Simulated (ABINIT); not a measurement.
An input for ABINIT 10.8.3 (BaWO4 (I4_1/a)):

```
acell 3*1.0 Angstrom
rprim 
  -2.833365905000 2.833365905000 6.369266870000
  2.833365905000 -2.833365905000 6.369266870000
  2.833365905000 2.833365905000 -6.369266870000
ntypat 3
znucl 56 74 8
natom 12
typat 1 1 2 2 3 3 3 3 3 3 3 3
xred 
  0.250000000000 0.750000000000 0.500000000000
  0.500000000000 0.500000000000 -0.000000000000
  0.750000000000 0.250000000000 0.500000000000
  -0.000000000000 0.000000000000 -0.000000000000
  0.152144770000 0.046891860000 0.356239950000
  0.690651910000 0.795904820000 0.643760050000
  0.059348090000 0.454095180000 0.856239950000
  0.545904820000 0.402144770000 0.605252910000
  0.204095180000 0.847855230000 0.894747090000
  0.953108140000 0.309348090000 0.105252910000
  0.796891860000 0.940651910000 0.394747090000
  0.597855230000 0.203108140000 0.143760050000
pp_dirpath "pseudos"
pseudos "Ba.upf, W.upf, O.upf"
ecut 36
ngkpt 2 2 2
nshiftk 1
shiftk 0 0 0
kptopt 1
chksymbreak 0
iscf -2
irdden 1
istwfk *1
nband 172
nbdbuf 14
tolwfr 1e-09
nstep 60
prtvol 0
indata_prefix "in"
outdata_prefix "out"
tmpdata_prefix "tmp"
```

```sh
OMP_NUM_THREADS=2 mpirun -n 4 abinit run.abi > log
```

Question: Estimate wall time and host memory on 4 MPI ranks of Arm Neoverse V1, shared host.

It took 1.8 min; on shared hardware allow 55 s to 3.7 min. Peak host memory was 0.67 GiB.

[Paths, hosts, dates, memory and timing lines, banners, echoed tables and standing remarks are left out of the program output.]

[Logs are printed without paths, hosts, clocks, repeated set-up lines and the standing remarks that a program may print on its own settings, such as how far it seeks lower states.]

[Runs of the session that timed out or met a known fault of the program may be left out.]

[Hosts, paths, dates, database ids (printed as entryN), source tags and the programs' standing remarks are cut or masked in the printed files.]

[G0W0 gaps are taken among the corrected bands and points alone; a level outside them can change the order at an edge.]

[Where Ansatz stands beside ABINIT at settings called matched, ABINIT's density can come from a denser mesh and the files from another edition; pairs whose starting gaps differed by over 0.03 eV were left out, so agreement reads better than it is.]
